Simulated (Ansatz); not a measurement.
## Phonons of Zr2Mo in the C11b ordering

The plan: relax Zr2Mo in the C11b ordering, check its phonons, and, if the lattice is stable, compute its Eliashberg function and ρ(T).

Program: Ansatz 0.2.0. Level of theory: DFT PBE, scalar-relativistic, plane waves, PAW. Results are calculated unless marked as measured.

This is a report of a sequence of runs, with most program output left out.

The structure was built from a prototype and need not be the compound's stable phase.

### Step 1. Set-up

The structure is tetragonal, space group I4/mmm (No. 139). Conventional cell: a = 3.460 Å, b = 3.460 Å, c = 10.379 Å, α = 90.00°, β = 90.00°, γ = 90.00°. Nearest to Mo lie 8 Zr at 3.00 Å. Zr has 4 Mo at 3.00 Å and 4 Zr at 3.00 Å nearest. Farther neighbours are not listed.

### Step 2. Rough relaxation

Large forces or a large pressure at the start call for a first relaxation with loose thresholds.

Input file input.yaml:

```yaml
crystal:
  lattice:
    - [3.45972, 0.0, 0.0]
    - [0.0, 3.45972, 0.0]
    - [1.72986, 1.72986, 5.18957]
  atoms:
    - { symbol: Mo, position: [0.0, 0.0, 0.0] }
    - { symbol: Zr, position: [0.66666667, 0.66666667, 0.66666667] }
    - { symbol: Zr, position: [0.33333333, 0.33333333, 0.33333333] }
kpoints:
  mp_grid: { grid: [6, 6, 6] }
hamiltonian:
  xc: pbe
scf:
  occupations: { method: gaussian, width: 0.1 }
output:
  forces: true
  stress: true
  eigenvalues: true
relax:
  adjacent_minimum: "off"
  f_tol: 0.05
  max_steps: 80
  cell: { stress_tol: 0.5 }
```

Run with:

```sh
$ ansatz run input.yaml --threads 4 --pin off --max-ram 8192MiB --backend cpu --events-out ev --progress --plain --runs-dir out
```

Run time: 3.3 s. Hardware: 4 threads of Arm Neoverse V2, shared host; peak memory 0.39 GiB; 12 s of CPU time.

The steps of the relaxation:

```tsv
step	energy less that of the first step (eV)	largest force component (eV/Å)	pressure (GPa)	volume (Å³)
1	0.0000	2.1894	-5.62	62.12
2	-0.3817	0.5373	3.17	59.57
3	-0.4123	0.1279	-0.98	61.10
4	-0.4142	0.0081	-0.09	60.77
5*	-0.4140	0.0081	-0.09	60.77
```

Relaxation steps marked * repeat the geometry before them on a plane-wave basis chosen anew for their cell, so energy and pressure can jump there.

Forces are held to the 16 operations that the run works with; a distortion that breaks them can't arise in this run.

```tsv
conventional cell, symmetrised	before	after	change
a (Å)	3.460	3.416	-1.3 %
b (Å)	3.460	3.416	-1.3 %
c (Å)	10.379	10.417	+0.4 %
volume (Å³/atom)	20.71	20.26	-2.2 %
```

The atoms that moved most (Å, as changes of fractional coordinates times the final cell):

```tsv
atom	dx	dy	dz	length
Zr2	0.000	0.000	0.176	0.176
Zr3	0.000	0.000	-0.176	0.176
```

Final coordinates:

```
Mo Zr
1.0
     3.41571    0.00000    0.00000
     0.00000    3.41571    0.00000
     1.70785    1.70785    5.20846
Mo Zr
1 2
Direct
  0.00000 0.00000 0.00000
  0.64978 0.64978 0.70044
  0.35022 0.35022 0.29956
```

Numbers from this step:

* pressure: -0.08854 GPa
* volume per atom: 20.26 Å³
* metallic on mesh: yes
* gap on the k-mesh: 0 eV

The largest force is now 0.0081 eV/Å and the largest stress component 0.23 GPa.

### Step 3. Relaxation

Lattice constant and positions set the bands and the force constants, so the cell is relaxed first.

Input file input.yaml:

```yaml
crystal:
  lattice:
    - [3.4157091601, 0.0, 0.0]
    - [0.0, 3.4157091601, 0.0]
    - [1.7078545801, 1.7078545801, 5.2084622987]
  atoms:
    - { symbol: Mo, position: [0.0, 0.0, 0.0] }
    - { symbol: Zr, position: [0.6497813439, 0.6497813439, 0.7004373122] }
    - { symbol: Zr, position: [0.3502186561, 0.3502186561, 0.2995626878] }
kpoints:
  mp_grid: { grid: [10, 10, 10] }
hamiltonian:
  xc: pbe
scf:
  occupations: { method: gaussian, width: 0.1 }
output:
  forces: true
  stress: true
  eigenvalues: true
  write_density: true
  write_potential: true
  elf: true
  volumetric_format: npy
relax:
  adjacent_minimum: "off"
  f_tol: 0.005
  max_steps: 80
  cell: { stress_tol: 0.05 }
```

It took 9.4 s on 4 threads; peak memory 0.46 GiB.

Step by step:

```tsv
step	energy less that of the first step (eV)	largest force component (eV/Å)	pressure (GPa)	volume (Å³)
1	0.0000	0.0004	-0.16	60.77
2	-0.0023	0.0279	0.30	60.58
3	-0.0024	0.0153	-0.18	60.90
4	-0.0026	0.0011	0.00	60.77
5	-0.0026	0.0011	0.00	60.77
```

The log counts 1 steps on a newly chosen plane-wave basis, not all of them marked here; energy and pressure can jump at such steps.

```tsv
conventional cell, symmetrised	before	after	change
a (Å)	3.416	3.397	-0.6 %
b (Å)	3.416	3.397	-0.6 %
c (Å)	10.417	10.535	+1.1 %
volume (Å³/atom)	20.26	20.26	+0.0 %
```

Final coordinates:

```xyz
3
Lattice="3.3965 0.0000 0.0000 0.0000 3.3965 0.0000 1.6983 1.6983 5.2677" Properties=species:S:1:pos:R:3 pbc="T T T"
Mo    0.0000    0.0000    0.0000
Zr    3.3965    3.3965    3.6946
Zr    1.6983    1.6983    1.5731
```

This step gave:

```
pressure : 0.004514 GPa
```

Valence density in the ac plane of the conventional cell at fractional y = 0.000, with atoms of Mo and Zr within 0.2 Å of it. It is the smooth field of the valence electrons, not physical close to the nuclei.

Ten even steps from '_' (0.1 e/Å³) to '@' (6.4 e/Å³), each cell a mean:
```
@@%%++::______________::**%%
--::..__________________::--
____________________________
____________________________
____________________________
____________________________
::::..__________________..::
++++==..______________::++++
++++++::____________..--++++
====::..______________..--==
____________________________
____________________________
____________________________
::..____________________....
++++--..______________::==++
==++++::____________..--++++
++==--..______________..--++
....______________________..
____________________________
____________________________
____________________________
____________________________
**++--..______________..--++
@@@@**::______________--##@@
```
Columns run along a (3.4 Å), rows up along c (10.5 Å), edges of the conventional cell, whose origin can differ from the input's. Atoms in or near the plane, at fractional coordinates: Mo at (0.00, 0.00), Zr at (0.00, 0.35), Zr at (0.00, 0.65).

ELF in the ac plane of the conventional cell at fractional y = 0.000, with atoms of Mo and Zr within 0.2 Å of it. It is the smooth field of the valence electrons, not physical close to the nuclei.

Values, 24 rows by 14 columns, each cell a mean:
```
0.60 0.68 0.67 0.44 0.22 0.23 0.36 0.44 0.33 0.20 0.26 0.52 0.69 0.65
0.50 0.49 0.41 0.30 0.27 0.35 0.44 0.47 0.42 0.32 0.28 0.34 0.45 0.50
0.19 0.22 0.27 0.34 0.40 0.41 0.40 0.39 0.40 0.41 0.38 0.32 0.25 0.21
0.42 0.44 0.47 0.49 0.45 0.38 0.33 0.31 0.34 0.40 0.46 0.48 0.46 0.43
0.38 0.40 0.43 0.45 0.44 0.41 0.38 0.37 0.39 0.42 0.45 0.45 0.42 0.39
0.19 0.19 0.19 0.22 0.30 0.40 0.47 0.49 0.45 0.37 0.27 0.20 0.18 0.19
0.65 0.61 0.48 0.30 0.19 0.26 0.38 0.44 0.35 0.22 0.20 0.34 0.54 0.63
0.51 0.64 0.76 0.61 0.30 0.17 0.25 0.31 0.22 0.18 0.37 0.68 0.76 0.61
0.28 0.52 0.74 0.64 0.32 0.17 0.25 0.31 0.22 0.19 0.41 0.70 0.70 0.44
0.72 0.73 0.64 0.42 0.22 0.25 0.37 0.42 0.34 0.22 0.27 0.49 0.68 0.72
0.32 0.30 0.24 0.23 0.30 0.40 0.46 0.47 0.44 0.37 0.28 0.23 0.26 0.31
0.16 0.20 0.29 0.40 0.47 0.47 0.45 0.43 0.45 0.48 0.46 0.37 0.26 0.19
0.15 0.17 0.23 0.33 0.41 0.46 0.46 0.45 0.46 0.45 0.39 0.30 0.21 0.16
0.54 0.50 0.38 0.26 0.24 0.34 0.43 0.47 0.42 0.30 0.23 0.28 0.42 0.51
0.61 0.69 0.72 0.53 0.27 0.21 0.31 0.38 0.28 0.19 0.32 0.61 0.75 0.68
0.23 0.49 0.74 0.65 0.33 0.16 0.23 0.29 0.21 0.18 0.43 0.71 0.69 0.41
0.69 0.75 0.73 0.51 0.24 0.19 0.29 0.35 0.26 0.18 0.31 0.59 0.75 0.72
0.45 0.41 0.29 0.20 0.21 0.32 0.44 0.48 0.41 0.27 0.19 0.22 0.34 0.42
0.20 0.21 0.25 0.30 0.37 0.42 0.44 0.45 0.44 0.41 0.35 0.28 0.23 0.21
0.47 0.48 0.50 0.50 0.46 0.39 0.35 0.33 0.36 0.41 0.47 0.50 0.49 0.47
0.31 0.34 0.39 0.44 0.43 0.39 0.34 0.33 0.35 0.41 0.45 0.43 0.38 0.33
0.24 0.25 0.27 0.30 0.35 0.40 0.43 0.44 0.43 0.39 0.33 0.28 0.25 0.25
0.63 0.63 0.55 0.37 0.25 0.30 0.41 0.47 0.39 0.27 0.25 0.42 0.59 0.64
0.45 0.60 0.66 0.46 0.21 0.19 0.33 0.41 0.30 0.17 0.27 0.54 0.68 0.56
```
Columns run along a (3.4 Å), rows up along c (10.5 Å), edges of the conventional cell, whose origin can differ from the input's. Atoms in or near the plane, at fractional coordinates: Mo at (0.00, 0.00), Zr at (0.00, 0.35), Zr at (0.00, 0.65).

Electrostatic potential energy in the ac plane of the conventional cell at fractional y = 0.000, with atoms of Mo and Zr within 0.2 Å of it. With pseudopotentials it is smooth inside the atoms' cores, unlike the true potential.

Values in eV, 24 rows by 14 columns, each cell a mean:
```
-59 -55 -37 -14   5  14  17  18  17  12   1 -21 -45 -57
-24 -19  -6   5  13  16  17  18  17  15  11   2 -11 -20
 11  12  14  16  17  17  17  17  17  17  16  15  13  11
 18  18  18  18  18  17  17  17  17  17  18  18  18  18
 17  17  18  18  18  17  17  17  17  17  18  18  17  17
  9  10  12  14  16  17  17  18  17  17  15  14  11  10
-20 -15  -4   5  11  15  17  17  17  14  10   3  -8 -17
-58 -53 -35 -12   4  12  16  17  15  10   1 -19 -43 -55
-61 -59 -42 -17   2  12  16  16  15  10  -2 -24 -50 -60
-41 -34 -18  -2   9  14  17  17  16  13   6  -6 -24 -37
  0   3   7  12  15  17  18  18  18  16  14  11   6   2
 13  14  15  16  17  18  18  18  18  18  17  16  15  14
 11  12  13  15  17  18  18  18  18  17  16  15  13  11
-13  -9   0   8  13  16  17  18  17  15  12   6  -3 -10
-54 -48 -31  -9   6  13  16  17  16  11   3 -15 -38 -51
-61 -60 -43 -18   2  12  15  16  15   9  -2 -25 -51 -61
-48 -41 -24  -5   7  13  16  17  16  12   4 -10 -31 -44
 -5  -2   4  10  13  16  17  17  17  15  13   8   2  -3
 14  14  15  16  17  17  17  17  17  17  17  16  15  14
 18  18  18  18  18  17  17  17  17  17  18  18  18  18
 16  17  17  17  17  17  17  17  17  17  17  17  17  17
  1   4   9  13  16  17  17  17  17  17  15  12   7   3
-42 -35 -19  -2  10  15  17  18  17  14   7  -7 -25 -38
-61 -60 -44 -19   3  14  17  18  16  11  -2 -27 -52 -61
```
Columns run along a (3.4 Å; values clipped at the 3rd and 97th percentile), rows up along c (10.5 Å), edges of the conventional cell, whose origin can differ from the input's. Atoms in or near the plane, at fractional coordinates: Mo at (0.00, 0.00), Zr at (0.00, 0.35), Zr at (0.00, 0.65).

The largest force is now 0.0011 eV/Å and the largest stress component 0.0047 GPa.

### Step 4. Tight relaxation

Residual forces and stress shift phonon frequencies, so the cell is relaxed again, with tight thresholds and the mesh and smearing of this input.

Input file input.yaml:

```yaml
crystal:
  lattice:
    - [3.3965245752, 0.0, 0.0]
    - [0.0, 3.3965245752, 0.0]
    - [1.6982622876, 1.6982622876, 5.2676670219]
  atoms:
    - { symbol: Mo, position: [0.0, 0.0, 0.0] }
    - { symbol: Zr, position: [0.6493170839, 0.6493170839, 0.7013658322] }
    - { symbol: Zr, position: [0.3506829161, 0.3506829161, 0.2986341678] }
kpoints:
  mp_grid: { grid: [8, 8, 8] }
hamiltonian:
  xc: pbe
scf:
  occupations: { method: methfessel_paxton, width: 0.2 }
output:
  forces: true
  stress: true
  eigenvalues: true
relax:
  adjacent_minimum: "off"
  f_tol: 0.001
  max_steps: 60
  cell: { stress_tol: 0.01 }
```

Run time: 6.1 s. Hardware: 4 threads; peak memory 0.42 GiB; 22 s of CPU time.

Little changed from the start: no atom moved by 0.005 Å and no cell edge by 0.1 %.

This step gave:

- pressure: 5.59e-4 GPa
- volume per atom: 20.27 Å³

The largest force is now 2.3e-4 eV/Å and the largest stress component 8.6e-4 GPa, small enough for phonons.

### Step 5. Phonons: q 2×2×2, k 6×6×6

Couplings are defined for a stable lattice alone, so phonons come first.

Input file input.yaml:

```yaml
crystal:
  lattice:
    - [3.3993398606, 0.0, 0.0]
    - [0.0, 3.3993398606, 0.0]
    - [1.6996699303, 1.6996699303, 5.2635283778]
  atoms:
    - { symbol: Mo, position: [0.0, 0.0, 0.0] }
    - { symbol: Zr, position: [0.6491344092, 0.6491344092, 0.7017311816] }
    - { symbol: Zr, position: [0.3508655908, 0.3508655908, 0.2982688184] }
kpoints:
  mp_grid: { grid: [6, 6, 6] }
hamiltonian:
  xc: pbe
scf:
  occupations: { method: methfessel_paxton, width: 0.2 }
output:
  eigenvalues: true
phonons:
  method: dfpt
  qmesh: [2, 2, 2]
  temperatures: { t_max: 1000, t_step: 50 }
  qpath:
    path:
      - [[0.0, 0.0, 0.0], [0.5, 0.5, 0.5], [0.5, 0.5, 0.75], [0.5, 0.0, 0.5], [0.0, 0.0, 0.0], [0.0, 0.0, 0.5], [0.44786309, 0.0, 0.72393155]]
      - [[0.55213691, 0.0, 0.27606845], [0.0, 0.0, 0.0]]
      - [[0.5, 0.5, 0.5], [0.55213691, 0.44786309, 0.5]]
      - [[0.44786309, 0.44786309, 0.94786309], [0.0, 0.0, 0.5]]
    npoints: 10
```

Run time: 36 s. Hardware: 4 threads; peak memory 0.71 GiB.

This step gave:

| Item | Value |
| --- | --- |
| share of imaginary modes in the plain interpolation between solved wavevectors | 0.0791 |
| highest frequency, solved or plainly interpolated | 195.6 cm⁻¹ |

Solved on the 2×2×2 mesh alone; all other wavevectors are interpolated. The phonon branches at the labelled points (cm⁻¹):

```tsv
point	branch 1	branch 2	branch 3	branch 4	branch 5	branch 6	branch 7	branch 8	branch 9
Γ	0	0	0	84	84	153	153	166	196
halfway	17	89	96	98	103	107	136	148	178
X	58	96	106	106	107	118	158	160	164
halfway	65	97	103	106	107	112	159	160	166
P	74	100	100	104	107	107	159	159	168
halfway	-53	88	98	101	108	134	139	143	174
N	-105	66	93	100	106	118	129	163	176
halfway	-30	16	95	99	101	117	142	152	183
Γ	0	0	0	84	84	153	153	166	196
halfway	22	22	64	74	74	154	165	165	189
M	47	47	54	54	97	142	176	176	177
halfway	25	67	72	82	82	126	153	164	185
S	-107	75	99	102	111	115	116	160	182
jump to S0	-107	75	99	102	111	115	116	160	182
halfway	-39	-12	97	106	110	110	138	146	183
Γ	0	0	0	84	84	153	153	166	196
jump to X	58	96	106	106	107	118	158	160	164
halfway	56	96	106	107	107	118	157	160	165
R	51	96	106	108	108	117	153	160	167
jump to G	51	96	106	108	108	117	153	160	167
halfway	-50	87	91	92	93	122	150	163	172
M	47	47	54	54	97	142	176	176	177
```

Lowest modes at the softest wavevector of the mesh. The modes at q = (0.000, 0.500, 0.500) (shares of kinetic energy by element, %) (negative means imaginary):

```tsv
mode	frequency (cm⁻¹)	Mo %	Zr %
1	-105.4	99	1
2	66.0	0	100
3	93.1	0	100
4	99.5	11	89
5	106.0	34	66
6	117.8	89	11
```

Displacements in mode 1 (-105.4 cm⁻¹), the largest set to 1, in the home cell:
```
Mo1 0.00 0.04 1.00
Zr2 0.00 0.03 0.08
Zr3 0.00 0.03 0.08
```

Displacements in mode 6 (117.8 cm⁻¹), the largest set to 1, in the home cell:
```
Mo1 1.00 0.00 0.00
Zr2 0.26 0.00 0.00
Zr3 0.26 0.00 0.00
```

Among the solved wavevectors the lowest mode, translations apart, is -105 cm⁻¹, imaginary.

### Step 6. Phonons by linear response: q 2×2×2, k 8×8×8

An imaginary mode on so few k-points may come from the sampling, so the phonons are repeated with another k mesh.

input.yaml, as its differences from that of step 5:

```diff
@@ -10,3 +10,3 @@
 kpoints:
-  mp_grid: { grid: [6, 6, 6] }
+  mp_grid: { grid: [8, 8, 8] }
 hamiltonian:
```

The mesh is denser.

Wall time 69 s (4 threads); peak memory 0.96 GiB; 4.4 min of CPU time.

This step gave:

| Property | Result |
| --- | --- |
| share of imaginary modes in the plain interpolation between solved wavevectors | 0.0273 |
| highest frequency, solved or plainly interpolated | 200.4 cm⁻¹ |

Solved on the 2×2×2 mesh alone; all other wavevectors are interpolated. Phonon branches along the path, in cm⁻¹:

```tsv
point	branch 1	branch 2	branch 3	branch 4	branch 5	branch 6	branch 7	branch 8	branch 9
Γ	0	0	0	101	101	149	149	164	200
halfway	80	101	108	111	121	126	146	156	184
X	94	119	128	129	131	136	165	165	175
halfway	96	120	126	130	132	134	165	165	176
P	99	123	123	131	131	131	165	165	177
halfway	55	116	118	119	126	144	152	156	180
N	-61	99	106	107	119	130	147	173	181
halfway	38	62	106	112	115	120	146	159	187
Γ	0	0	0	101	101	149	149	164	200
halfway	-21	-21	61	78	78	138	167	167	190
M	-25	-25	58	58	99	110	170	178	178
halfway	49	66	74	82	95	118	158	164	188
S	-73	105	112	116	121	127	130	169	187
jump to S0	-73	105	112	116	121	127	130	169	187
halfway	38	68	112	116	121	123	143	152	187
Γ	0	0	0	101	101	149	149	164	200
jump to X	94	119	128	129	131	136	165	165	175
halfway	93	119	128	130	132	136	164	165	175
R	89	118	128	131	132	136	162	164	176
jump to G	89	118	128	131	132	136	162	164	176
halfway	27	89	95	109	110	124	159	170	172
M	-25	-25	58	58	99	110	170	178	178
```

Lowest modes at the softest wavevector of the mesh. Modes at q = (0.500, 0.000, 0.000), with each element's share of the kinetic energy (negative means imaginary):

```tsv
mode	frequency (cm⁻¹)	Mo %	Zr %
1	-60.9	96	4
2	99.4	0	100
3	106.1	42	58
4	107.2	0	100
5	119.4	20	80
6	130.0	58	42
```

Displacements in mode 1 (-60.9 cm⁻¹), the largest set to 1, in the home cell:
```
Mo1 -0.03  0.00  1.00
Zr2  0.03  0.00  0.15
Zr3 -0.03  0.00 -0.15
```

Displacements in mode 4 (107.2 cm⁻¹), the largest set to 1, in the home cell:
```
Mo1  0.00  0.00  0.00
Zr2 -0.11  0.00 -1.00
Zr3 -0.11  0.00 -1.00
```

The modes has structure finer than the step of the table below, so its rows give means over 10 cm⁻¹, whole bins alone (the curve runs from -81.7 to 216 cm⁻¹). Peaks (cm⁻¹: height): Mo -57.3: 0.00622, 68.3: 0.0177, 145.2: 0.0369, 160.2: 0.0390, 180.8: 0.0285; Zr 120.8: 0.142, 165.8: 0.0580, 180.8: 0.0619.

Phonopy on the run's constants, 17x17x11 mesh, Gaussian sigma 2.1 cm⁻¹. Modes against wavenumber; means over each step; values in 1/cm⁻¹/cell:

```tsv
wavenumber (cm⁻¹)	Mo	Zr
-70	0.00155	2.2e-4
-60	0.00441	4.9e-4
-50	0.00355	3.9e-4
-40	0.00364	3.7e-4
-30	0.00372	5.4e-4
-20	0.00212	0.00104
-10	0.00136	0.00104
0	3.8e-4	2.9e-4
10	0.00243	0.00123
20	0.00285	0.00284
30	0.00480	0.00447
40	0.00823	0.00586
50	0.0111	0.00847
60	0.0151	0.0125
70	0.0159	0.0118
80	0.0139	0.0168
90	0.0113	0.0191
100	0.0101	0.0350
110	0.0123	0.0754
120	0.0177	0.125
130	0.0223	0.0724
140	0.0305	0.0324
150	0.0321	0.0258
160	0.0335	0.0400
170	0.00932	0.0378
180	0.0213	0.0502
190	0.00460	0.0165
200	6.0e-5	0.00208
210	0	3.9e-6
```

No LO-TO term; unit eigenvectors of the mass-weighted matrix. Modes at Γ, with each element's share of the kinetic energy:

```tsv
mode	frequency (cm⁻¹)	symmetry	Mo %	Zr %
1	0.0	unnamed	34	66
2	0.0	unnamed	34	66
3	0.0	unnamed	34	66
4	101.0	Eg	0	100
5	101.0	Eg	0	100
6	148.8	Eu	66	34
7	148.8	Eu	66	34
8	164.3	A2u	66	34
9	200.4	A1g	0	100
```

Displacements in mode 5 (101.0 cm⁻¹), the largest set to 1:
```
Mo1  0.00  0.00  0.00
Zr2  1.00 -0.74  0.00
Zr3 -1.00  0.74  0.00
```

Displacements in mode 7 (148.8 cm⁻¹), the largest set to 1:
```
Mo1  0.00  1.00  0.00
Zr2  0.00 -0.53  0.00
Zr3  0.00 -0.53  0.00
```

Among the solved wavevectors the lowest mode, translations apart, is -60.9 cm⁻¹, imaginary.

### Step 7. What came out

```json
{"phonon run of the rows without a label of their own": "PBE, q 2×2×2, k 8×8×8", "softest mode on the q mesh": "-60.9 cm⁻¹ at q = (0.5, 0, 0)", "highest frequency, solved or plainly interpolated": "200 cm⁻¹"}
```

In words: The lattice is dynamically unstable at this level: a mode at q = (0.5, 0, 0) is imaginary, 60.9i cm⁻¹, so no harmonic coupling constant or resistivity is defined for this structure. These meshes are coarse, and single modes of a metal can move by tens of cm⁻¹ with the k mesh. The structure was built by hand as an ordered model, and its stability against other phases was not tested.

[Logs are printed without paths, hosts, clocks, repeated set-up lines and the standing remarks that a program may print on its own settings, such as how far it seeks lower states.]

[Hosts, paths, dates, database ids (printed as entryN), source tags and the programs' standing remarks are cut or masked in the printed files.]
